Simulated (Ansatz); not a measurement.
**La on Cr(110): change of the work function**

How does one ordered layer of La (longbridge site) change the work function of Cr(110), and what dipole does each adsorbate carry?

Main program and level: Ansatz 0.2.0; plane-wave DFT, PBE-D3(BJ), Ansatz PAW.

This is a report of a sequence of runs, with the program logs left out and the cost of each run kept.

## (1) The structure

The cell holds 4 atoms: 4 Cr. Cell: a = 2.494 Å, b = 2.494 Å, c = 24.109 Å, α = 90.0°, β = 90.0°, γ = 70.5°. Vacuum lies along c.

## (2) The clean slab

The bare slab comes first, as the zero from which every change is counted. The two lowest layers are held at bulk places and the upper ones relax. The dipole correction removes the false field that a one-sided slab makes across the periodic vacuum, so each face gets a flat vacuum level of its own.

Contents of input.yaml:

```yaml
crystal:
  lattice:
    - [2.0364675298, -1.44, 0.0]
    - [2.0364675298, 1.44, 0.0]
    - [0.0, 0.0, 24.1094025895]
  atoms:
    - { symbol: Cr, position: [0.0, 0.0, 0.3732983415] }
    - { symbol: Cr, position: [0.5, 0.5, 0.4577661138] }
    - { symbol: Cr, position: [0.0, 0.0, 0.5422338862] }
    - { symbol: Cr, position: [0.5, 0.5, 0.6267016585] }
kpoints:
  mp_grid: { grid: [13, 13, 1] }
hamiltonian:
  xc: pbe
  dispersion: d3bj
scf:
  occupations: { method: fermi_dirac, width: 0.1 }
  convergence: { dr2_threshold: 1.0e-08 }
efield:
  axis: 3
  dipole_correction: true
  ramp_position: 0.97
  ramp_width: 0.06
relax:
  f_tol: 0.02
  max_steps: 60
  constraints: [{ sites: [0, 1] }]
output:
  write_potential: true
  write_density: true
  volumetric_format: npy
```

Run with:

```console
> ansatz run input.yaml --threads 4 --pin off --max-ram 6144MiB --backend cpu --events-out ev --progress --plain --runs-dir out
```

Wall time 43 s (4 threads of Arm Neoverse N1, shared host); peak memory 0.57 GiB; 2.8 min of CPU time.

This run has no spin polarisation, although Cr can carry a moment.

Step by step:

| step | energy less that of the first step (eV) | largest force component (eV/Å) |
| --- | --- | --- |
| 1 | 0.0000 | 0.8406 |
| 2 | -0.0669 | 0.3653 |
| 3 | -0.0784 | 0.0125 |

Forces are held to the 4 operations that the program found; a distortion that breaks them can't arise in this run.

The atoms that moved most (Å):

| atom | dx | dy | dz | length |
| --- | --- | --- | --- | --- |
| Cr4 | 0.000 | 0.000 | -0.204 | 0.204 |
| Cr3 | 0.000 | 0.000 | -0.055 | 0.055 |

Final coordinates:

```cif
data_structure
_symmetry_space_group_name_H-M 'P 1'
_symmetry_Int_Tables_number 1
_cell_length_a 2.4942
_cell_length_b 2.4942
_cell_length_c 24.1094
_cell_angle_alpha 90.000
_cell_angle_beta 90.000
_cell_angle_gamma 70.529
_cell_volume 141.40
loop_
_atom_site_label
_atom_site_type_symbol
_atom_site_fract_x
_atom_site_fract_y
_atom_site_fract_z
_atom_site_occupancy
Cr1 Cr 0.00000 0.00000 0.37330 1
Cr2 Cr 0.50000 0.50000 0.45777 1
Cr3 Cr 0.00000 0.00000 0.53993 1
Cr4 Cr 0.50000 0.50000 0.61823 1
```

Numbers from this step:

| Property | Result |
| --- | --- |
| energy at zero smearing | -13509.8975 eV |
| work function, upper face | 4.769 eV |
| work function, lower face | 4.925 eV |
| dipole along the normal | 0.005063 e·Å |
| step between the vacuum levels | -0.1562 eV |

Running mean over 2.036 Å of the planar mean; the ramp of the sawtooth is left out. The electron's electrostatic potential energy less the Fermi level by z:

z (Å), electron's electrostatic potential energy less the Fermi level (eV) and a bar from the least value:
```
        3        4.9 ##############################
        4        4.9 ##############################
        5        4.9 ##############################
        6        4.8 ##############################
        7        3.9 ############################
        8       -3.3 ###############
        9       -9.6 ###
       10       -9.8 ###
       11      -10.0 ##
       12      -10.5 #
       13      -10.3 ##
       14      -11.2 
       15       -9.6 ###
       16       -2.4 ################
       17        3.9 ############################
       18        4.7 ##############################
       19        4.8 ##############################
       20        4.8 ##############################
       21        4.8 ##############################
```

The relaxation took 3 steps and lowered the energy by 0.078 eV; the largest force on the free atoms ends at 0.012 eV/Å.

The work function of the upper face is 4.77 eV.

## (3) Adsorbate added

System of this step: La/Cr(110). The cell holds 17 atoms: 16 Cr and 1 La. Cell: a = 4.988 Å, b = 4.988 Å, c = 27.241 Å, α = 90.0°, β = 90.0°, γ = 70.5°. Vacuum lies along c.

The clean slab as it ended is repeated in the plane and the adsorbate is set on one face; the cell's size fixes the coverage, and the k-mesh shrinks with it to keep the sampling density about even. Adsorbate and upper layers relax, since the dipole depends on the height.

Contents of input.yaml:

```yaml
crystal:
  lattice:
    - [4.0729350596, -2.88, 0.0]
    - [4.0729350596, 2.88, 0.0]
    - [0.0, 0.0, 27.2405063722]
  atoms:
    - { symbol: Cr, position: [0.0, 0.0, 0.330390334] }
    - { symbol: Cr, position: [0.25, 0.25, 0.4051491326] }
    - { symbol: Cr, position: [0.0, 0.0, 0.4778710292] }
    - { symbol: Cr, position: [0.25, 0.25, 0.5471659304] }
    - { symbol: Cr, position: [0.0, 0.5, 0.330390334] }
    - { symbol: Cr, position: [0.25, 0.75, 0.4051491326] }
    - { symbol: Cr, position: [0.0, 0.5, 0.4778710292] }
    - { symbol: Cr, position: [0.25, 0.75, 0.5471659304] }
    - { symbol: Cr, position: [0.5, 0.0, 0.330390334] }
    - { symbol: Cr, position: [0.75, 0.25, 0.4051491326] }
    - { symbol: Cr, position: [0.5, 0.0, 0.4778710292] }
    - { symbol: Cr, position: [0.75, 0.25, 0.5471659304] }
    - { symbol: Cr, position: [0.5, 0.5, 0.330390334] }
    - { symbol: Cr, position: [0.75, 0.75, 0.4051491326] }
    - { symbol: Cr, position: [0.5, 0.5, 0.4778710292] }
    - { symbol: Cr, position: [0.75, 0.75, 0.5471659304] }
    - { symbol: La, position: [0.0, 0.0, 0.669609666] }
kpoints:
  mp_grid: { grid: [7, 7, 1] }
hamiltonian:
  xc: pbe
  dispersion: d3bj
scf:
  occupations: { method: fermi_dirac, width: 0.1 }
  convergence: { dr2_threshold: 1.0e-08 }
efield:
  axis: 3
  dipole_correction: true
  ramp_position: 0.97
  ramp_width: 0.06
relax:
  f_tol: 0.02
  max_steps: 60
  constraints: [{ sites: [0, 1, 4, 5, 8, 9, 12, 13] }]
output:
  bader: true
  dos: { projected: true, e_range: [-8, 4] }
  write_potential: true
  write_density: true
  volumetric_format: npy
  elf: true
```

Wall time 20 min (4 threads); peak memory 3.3 GiB; 79 min of CPU time.

Step by step:

| step | energy less that of the first step (eV) | largest force component (eV/Å) |
| --- | --- | --- |
| 1 | 0.0000 | 1.7007 |
| 2 | -0.2206 | 1.8905 |
| 3 | -0.7046 | 2.1698 |
| 4 | -1.1563 | 1.8662 |
| 5 | -1.4640 | 1.0237 |
| 6 | -1.5724 | 0.1479 |
| 7 | -1.5823 | 0.0453 |
| 8 | -1.5832 | 0.0293 |
| 9 | -1.5833 | 0.0045 |

The run keeps the 4 symmetry operations that the program found, so distortions that break them were not tested.

The atoms that moved most (Å):

| atom | dx | dy | dz | length |
| --- | --- | --- | --- | --- |
| La17 | 0.000 | 0.000 | -1.007 | 1.007 |
| Cr16 | 0.007 | 0.000 | 0.063 | 0.064 |
| Cr4 | -0.007 | 0.000 | 0.063 | 0.064 |
| Cr12 | 0.000 | 0.034 | 0.012 | 0.036 |
| Cr8 | 0.000 | -0.034 | 0.012 | 0.036 |
| Cr3 | 0.000 | 0.000 | -0.015 | 0.015 |
| Cr7 | 0.000 | 0.000 | -0.012 | 0.012 |
| Cr11 | 0.000 | 0.000 | -0.012 | 0.012 |

Final coordinates:

```cif
data_structure
_symmetry_space_group_name_H-M 'P 1'
_symmetry_Int_Tables_number 1
_cell_length_a 4.9883
_cell_length_b 4.9883
_cell_length_c 27.2405
_cell_angle_alpha 90.000
_cell_angle_beta 90.000
_cell_angle_gamma 70.529
_cell_volume 639.07
loop_
_atom_site_label
_atom_site_type_symbol
_atom_site_fract_x
_atom_site_fract_y
_atom_site_fract_z
_atom_site_occupancy
Cr1 Cr 0.00000 0.00000 0.33039 1
Cr2 Cr 0.25000 0.25000 0.40515 1
Cr3 Cr 0.00000 0.00000 0.47732 1
Cr4 Cr 0.24910 0.24910 0.54949 1
Cr5 Cr 0.00000 0.50000 0.33039 1
Cr6 Cr 0.25000 0.75000 0.40515 1
Cr7 Cr 0.00000 0.50000 0.47743 1
Cr8 Cr 0.25595 0.74405 0.54762 1
Cr9 Cr 0.50000 0.00000 0.33039 1
Cr10 Cr 0.75000 0.25000 0.40515 1
Cr11 Cr 0.50000 0.00000 0.47743 1
Cr12 Cr 0.74405 0.25595 0.54762 1
Cr13 Cr 0.50000 0.50000 0.33039 1
Cr14 Cr 0.75000 0.75000 0.40515 1
Cr15 Cr 0.50000 0.50000 0.47826 1
Cr16 Cr 0.75090 0.75090 0.54949 1
La17 La 0.00000 0.00000 0.63263 1
```

Numbers from this step:

```yaml
energy_at_zero_smearing: -60291.5302 eV
work_function_upper_face: 2.569 eV
work_function_lower_face: 4.883 eV
dipole_along_the_normal: 0.3000 e·Å
step_between_the_vacuum_levels: -2.314 eV
```

Running mean over 2.036 Å of the planar mean; the ramp of the sawtooth is left out. Electron's electrostatic potential energy less the Fermi level against z:

| z (Å) | electron's electrostatic potential energy less the Fermi level (eV) |
| --- | --- |
| 4 | 4.88 |
| 5 | 4.87 |
| 6 | 4.78 |
| 7 | 3.82 |
| 8 | -3.32 |
| 9 | -9.54 |
| 10 | -9.80 |
| 11 | -9.98 |
| 12 | -10.5 |
| 13 | -10.1 |
| 14 | -10.7 |
| 15 | -9.63 |
| 16 | -5.35 |
| 17 | -3.13 |
| 18 | -2.09 |
| 19 | 1.22 |
| 20 | 2.32 |
| 21 | 2.52 |
| 22 | 2.56 |
| 23 | 2.57 |
| 24 | 2.57 |

The density of states has structure finer than the step of the table below, so its rows give means over 0.25 eV. Peaks (eV: height): -2.260: 45.4, -1.770: 46.9, 1.230: 61.6, 1.290: 59.8, 1.350: 58.9, 1.470: 77.1, 1.710: 84.7.

Table of density of states by energy, zero at the Fermi level; means over each step:

| energy (eV) | density of states (states/eV a cell) |
| --- | --- |
| -7.50 | 0 |
| -7.25 | 0.666 |
| -7.00 | 0.867 |
| -6.75 | 0.935 |
| -6.50 | 0.949 |
| -6.25 | 1.02 |
| -6.00 | 1.42 |
| -5.75 | 2.02 |
| -5.50 | 1.85 |
| -5.25 | 3.00 |
| -5.00 | 2.54 |
| -4.75 | 2.54 |
| -4.50 | 5.16 |
| -4.25 | 7.67 |
| -4.00 | 14.0 |
| -3.75 | 15.3 |
| -3.50 | 14.9 |
| -3.25 | 22.6 |
| -3.00 | 17.7 |
| -2.75 | 16.3 |
| -2.50 | 13.2 |
| -2.25 | 31.9 |
| -2.00 | 27.9 |
| -1.75 | 28.1 |
| -1.50 | 29.6 |
| -1.25 | 30.9 |
| -1.00 | 28.0 |
| -0.75 | 22.9 |
| -0.50 | 16.3 |
| -0.25 | 18.1 |
| 0.00 | 18.5 |
| 0.25 | 22.5 |
| 0.50 | 27.1 |
| 0.75 | 36.8 |
| 1.00 | 40.3 |
| 1.25 | 50.0 |
| 1.50 | 51.6 |
| 1.75 | 64.6 |

Projected DOS per atom over height of the atomic layer and energy from the Fermi level. Layers: Cr4 Cr4 Cr4 Cr4 La from below.

Ten even steps from '0' (0.0 states/eV) to '9' (23.5 states/eV), each cell a mean:
```
00009
11112
01000
00000
00000
00000
10000
00000
00000
00000
00000
00000
00000
00000
00000
00000
00000
00000
00000
00000
00000
00000
```
Columns: height of the atomic layer (Å) from 9 to 17.2 (not evenly spaced); rows upwards: energy from the Fermi level (eV) from -7.96 to 1.95.

ELF in the ca plane at fractional y = 0.000, with atoms of Cr and La within 0.2 Å of it. It is the smooth field of the valence electrons, not physical close to the nuclei.

Values, 7 rows by 16 columns, each cell a mean:
```
0.35 0.52 0.35 0.36 0.39 0.50 0.34 0.37 0.57 0.59 0.55 0.18 0.13 0.03 0.00 0.00
0.31 0.27 0.38 0.34 0.33 0.28 0.37 0.40 0.37 0.52 0.24 0.15 0.10 0.02 0.00 0.00
0.29 0.41 0.35 0.34 0.33 0.40 0.35 0.36 0.39 0.11 0.10 0.12 0.06 0.01 0.00 0.00
0.48 0.69 0.36 0.39 0.51 0.68 0.36 0.39 0.45 0.22 0.13 0.11 0.04 0.01 0.00 0.00
0.26 0.31 0.36 0.34 0.30 0.31 0.36 0.37 0.35 0.12 0.10 0.12 0.07 0.02 0.00 0.00
0.28 0.28 0.37 0.34 0.31 0.29 0.36 0.39 0.45 0.69 0.34 0.16 0.11 0.03 0.00 0.00
0.44 0.64 0.35 0.38 0.47 0.62 0.35 0.38 0.55 0.42 0.59 0.18 0.14 0.03 0.00 0.00
```
Columns run along c (16.0 Å, from fractional 0.30 to 0.88 of the cell), rows up along a (5.0 Å). Atoms in or near the plane, at fractional coordinates: Cr at (0.33, 0.00), Cr at (0.48, 0.00), Cr at (0.33, 0.50), Cr at (0.48, 0.50), La at (0.63, 0.00).

Electrostatic potential energy in the ca plane at fractional y = 0.000, with atoms of Cr and La within 0.2 Å of it. With pseudopotentials it is smooth inside the atoms' cores, unlike the true potential.

Ten even steps from '0' (-37 eV) to '9' (7 eV), each cell a mean:
```
61001589998710016999986102005899999999999999
85224898889852258998998510037899999999999999
98778998889987789988899765578999999999999999
98778998889987789988899988889999999999999999
85224898889852258998999999999999999999999999
61001589998710016899999999999999999999999999
61000589998610015899999999999999999999999999
73002799899730027999999999999999999999999999
97557898889875578988999999999999999999999999
98888998889988889988899877788999999999999999
97557898889875578988998632357899999999999999
73002799899730027999997300016899999999999999
61000589998610005899986106105899999999999999
```
Columns run along c (16.0 Å, from fractional 0.30 to 0.88 of the cell; values clipped at the 3rd and 97th percentile), rows up along a (5.0 Å). Atoms in or near the plane, at fractional coordinates: Cr at (0.33, 0.00), Cr at (0.48, 0.00), Cr at (0.33, 0.50), Cr at (0.48, 0.50), La at (0.63, 0.00).

Valence density in the ca plane at fractional y = 0.000, with atoms of Cr and La within 0.2 Å of it. It is the smooth field of the valence electrons, not physical close to the nuclei.

Ten steps, logarithmic in the rise over the least value, from '0' (0 e/Å³) to '9' (18 e/Å³), each cell a mean:
```
26897322222369963222122454443100000000000000
13554222222235542222222344432000000000000000
12222222222222222222221223321000000000000000
12222222222222222222211111100000000000000000
13564222222235642222111000000000000000000000
26897322222369973221111000000000000000000000
26997322222369973221111000000000000000000000
15775222222257752222111000000000000000000000
12343222222223422222211100000000000000000000
11222222222222222222211122210000000000000000
12343222222223422222222234431000000000000000
15775222222257752222222445542100000000000000
26997322222379973221123444443100000000000000
```
Columns run along c (16.0 Å, from fractional 0.30 to 0.88 of the cell), rows up along a (5.0 Å). Atoms in or near the plane, at fractional coordinates: Cr at (0.33, 0.00), Cr at (0.48, 0.00), Cr at (0.33, 0.50), Cr at (0.48, 0.50), La at (0.63, 0.00).

The relaxation took 9 steps and lowered the energy by 1.6 eV; the largest force on the free atoms ends at 0.0045 eV/Å.

By hand: a sheet of dipoles makes a step −p/(ε₀A) in the electron's potential. With e/ε₀ = 180.95 V·Å, p = 0.3000 e·Å and A = 23.46 Å², that is −180.95 × (0.3000) / 23.46 = -2.314 eV, and the two vacuum levels of the run differ by -2.314 eV.

The covered face has 2.57 eV, -2.20 eV against the clean one; the bare back face has moved by -0.04 eV, a measure of how thin the slab is.

## (4) Work function against coverage

This step: plane-wave DFT, PBE-D3(BJ), Ansatz PAW; work function against coverage (Ansatz 0.2.0).

The runs are now put side by side.

This step gave:

| Property | Result |
| --- | --- |
| work function of the clean face | 4.769 eV |
| largest change of the work function | -2.200 eV |

Table of work function of the covered face by coverage:

| coverage (adsorbates/nm²) | work function of the covered face (eV) |
| --- | --- |
| 0.00 | 4.77 |
| 4.26 | 2.57 |

The dipole per adsorbate comes from the change of the cell's dipole. Coverage, by row:

| coverage (1/nm²) | coverage (ML) | work function (eV) | change (eV) | dipole per adsorbate, positive end outwards (debye) | mean height of the added atoms over the highest substrate atom (Å) |
| --- | --- | --- | --- | --- | --- |
| 4.263 | 0.25 | 2.569 | -2.2 | 1.344 | 2.265 |

## (5) The covered slab, atoms frozen

This step: plane-wave DFT, PBE-D3(BJ), Ansatz PAW (Ansatz 0.2.0).

To see where the charge goes, the covered slab, the bare substrate and the adsorbate layer are each run at the same frozen positions and on the same grid.

Contents of input.yaml:

```yaml
crystal:
  lattice:
    - [4.0729350596, -2.88, 0.0]
    - [4.0729350596, 2.88, 0.0]
    - [0.0, 0.0, 27.2405063722]
  atoms:
    - { symbol: Cr, position: [0.0, 0.0, 0.330390334] }
    - { symbol: Cr, position: [0.25, 0.25, 0.4051491326] }
    - { symbol: Cr, position: [0.0, 0.0, 0.4773187285] }
    - { symbol: Cr, position: [0.2491047285, 0.2491047285, 0.5494874102] }
    - { symbol: Cr, position: [0.0, 0.5, 0.330390334] }
    - { symbol: Cr, position: [0.25, 0.75, 0.4051491326] }
    - { symbol: Cr, position: [0.0, 0.5, 0.4774345427] }
    - { symbol: Cr, position: [0.2559467167, 0.7440532833, 0.5476187463] }
    - { symbol: Cr, position: [0.5, 0.0, 0.330390334] }
    - { symbol: Cr, position: [0.75, 0.25, 0.4051491326] }
    - { symbol: Cr, position: [0.5, 0.0, 0.4774345427] }
    - { symbol: Cr, position: [0.7440532833, 0.2559467167, 0.5476187463] }
    - { symbol: Cr, position: [0.5, 0.5, 0.330390334] }
    - { symbol: Cr, position: [0.75, 0.75, 0.4051491326] }
    - { symbol: Cr, position: [0.5, 0.5, 0.4782592438] }
    - { symbol: Cr, position: [0.7508952715, 0.7508952715, 0.5494874102] }
    - { symbol: La, position: [0.0, 0.0, 0.6326285252] }
kpoints:
  mp_grid: { grid: [7, 7, 1] }
hamiltonian:
  xc: pbe
  dispersion: d3bj
scf:
  occupations: { method: fermi_dirac, width: 0.1 }
  convergence: { dr2_threshold: 1.0e-08 }
efield:
  axis: 3
  dipole_correction: true
  ramp_position: 0.97
  ramp_width: 0.06
output:
  write_potential: true
  write_density: true
  volumetric_format: npy
```

Elapsed: 2.6 min, on 4 threads; peak memory 2.8 GiB; 9.9 min of CPU time.

Numbers from this step:

| Quantity | Value |
| --- | --- |
| energy at zero smearing | -60291.5303 eV |
| dipole along the normal | 0.2999 e·Å |
| step between the vacuum levels | -2.313 eV |

The work function of the upper face is 2.57 eV.

## (6) The substrate alone

System of this step: La/Cr(110), substrate alone, atoms held. The cell holds 16 atoms: 16 Cr. Cell: a = 4.988 Å, b = 4.988 Å, c = 27.241 Å, α = 90.0°, β = 90.0°, γ = 70.5°. Vacuum lies along c.

The second part, atoms unmoved.

input.yaml, as its differences from that of step 5:

```diff
@@ -22,3 +22,2 @@
     - { symbol: Cr, position: [0.7508952715, 0.7508952715, 0.5494874102] }
-    - { symbol: La, position: [0.0, 0.0, 0.6326285252] }
 kpoints:
```

The job ended after 2.2 min (4 threads; peak memory 2.7 GiB).

Numbers from this step:

```
energy at zero smearing        : -54039.5411 eV
work function, upper face      : 4.814 eV
work function, lower face      : 4.927 eV
dipole along the normal        : 0.01467 e·Å
step between the vacuum levels : -0.1132 eV
```

The work function of the upper face is 4.81 eV.

## (7) The adsorbate layer alone

System of this step: La/Cr(110), adsorbate layer alone, atoms held. The cell holds 1 atom: 1 La. Its edges and angles: a = 4.988 Å, b = 4.988 Å, c = 27.241 Å, α = 90.0°, β = 90.0°, γ = 70.5°. Vacuum lies along c.

The third part; a free layer of atoms may carry a moment, so spin is on.

input.yaml, the sections that differ from step 6:

```yaml
crystal:
  lattice:
    - [4.0729350596, -2.88, 0.0]
    - [4.0729350596, 2.88, 0.0]
    - [0.0, 0.0, 27.2405063722]
  atoms:
    - { symbol: La, position: [0.0, 0.0, 0.6326285252], spin: 1.0 }
magnetization:
  spin_polarized: true
# kpoints, hamiltonian, scf, efield, output: as in step 6
```

Wall time 41 s (4 threads); peak memory 1.2 GiB.

Read from the output:

* energy at zero smearing: -6247.3575 eV
* total moment: 1.219 μB
* site moments: 0.9057 μB
* work function, upper face: 2.899 eV
* dipole along the normal: 6.39e-6 e·Å

Site moment by atom:

| atom | site moment (μB) |
| --- | --- |
| La1 | 0.906 |

The free layer carries a moment of 1.2 μB a cell.

## (8) Where the charge went

This step: plane-wave DFT, PBE-D3(BJ), Ansatz PAW; density difference on adsorption (Ansatz 0.2.0).

The densities of the parts are taken from that of the whole and averaged over planes; the first moment of what is left gives the step in the potential.

This step gave:

| Quantity | Value |
| --- | --- |
| largest charge moved | 0.01328 e/Å² |
| potential step from the moved charge | -2.201 eV |

Planar mean, whole system less its parts. Electron density difference against z:

| z (Å) | electron density difference (e/Å³) |
| --- | --- |
| 5 | -2.6e-6 |
| 6 | -2.2e-5 |
| 7 | -1.2e-4 |
| 8 | 5.7e-7 |
| 9 | -6.1e-5 |
| 10 | -2.8e-4 |
| 11 | -6.5e-4 |
| 12 | 6.1e-5 |
| 13 | -6.9e-4 |
| 14 | -5.4e-4 |
| 15 | -0.00829 |
| 16 | 0.0276 |
| 17 | -0.00763 |
| 18 | -0.00516 |
| 19 | -0.00158 |
| 20 | -3.4e-4 |
| 21 | 2.4e-6 |
| 22 | 1.5e-5 |
| 23 | 5.0e-6 |
| 24 | 9.6e-7 |

Planar mean, whole system less its parts. The electrons moved below z by z:

z (Å), electrons moved below z (e/Å²) and a bar from the least value:
```
        4     0.0000 #########
        5     0.0000 #########
        6     0.0000 #########
        7    -0.0001 #########
        8    -0.0002 #########
        9     0.0000 #########
       10     0.0000 #########
       11    -0.0002 #########
       12     0.0000 #########
       13    -0.0001 #########
       14    -0.0010 #######
       15    -0.0048 
       16     0.0043 #################
       17     0.0111 ##############################
       18     0.0027 ##############
       19     0.0009 ###########
       20     0.0001 #########
       21     0.0000 #########
       22     0.0000 #########
       23     0.0000 #########
       24     0.0000 #########
```

(Part 1 of 2 ends here.)

[Long decimals in the printed logs are rounded to 6 places.]

[Logs are printed without paths, hosts, clocks, repeated set-up lines and the standing remarks that a program may print on its own settings, such as how far it seeks lower states.]

[Hosts, paths, dates, database ids (printed as entryN), source tags and the programs' standing remarks are cut or masked in the printed files.]

[Maps of the electrostatic potential energy from Ansatz leave out the sawtooth potential of an applied field or a dipole correction, so their vacuum need not be flat; planar profiles and work functions include it.]

[The density of states shown here was stored with 400 of the rows of the run's finer table, so its peaks can read low, often by over a quarter, or be missed, and its means over a window can be off by a tenth or more.]
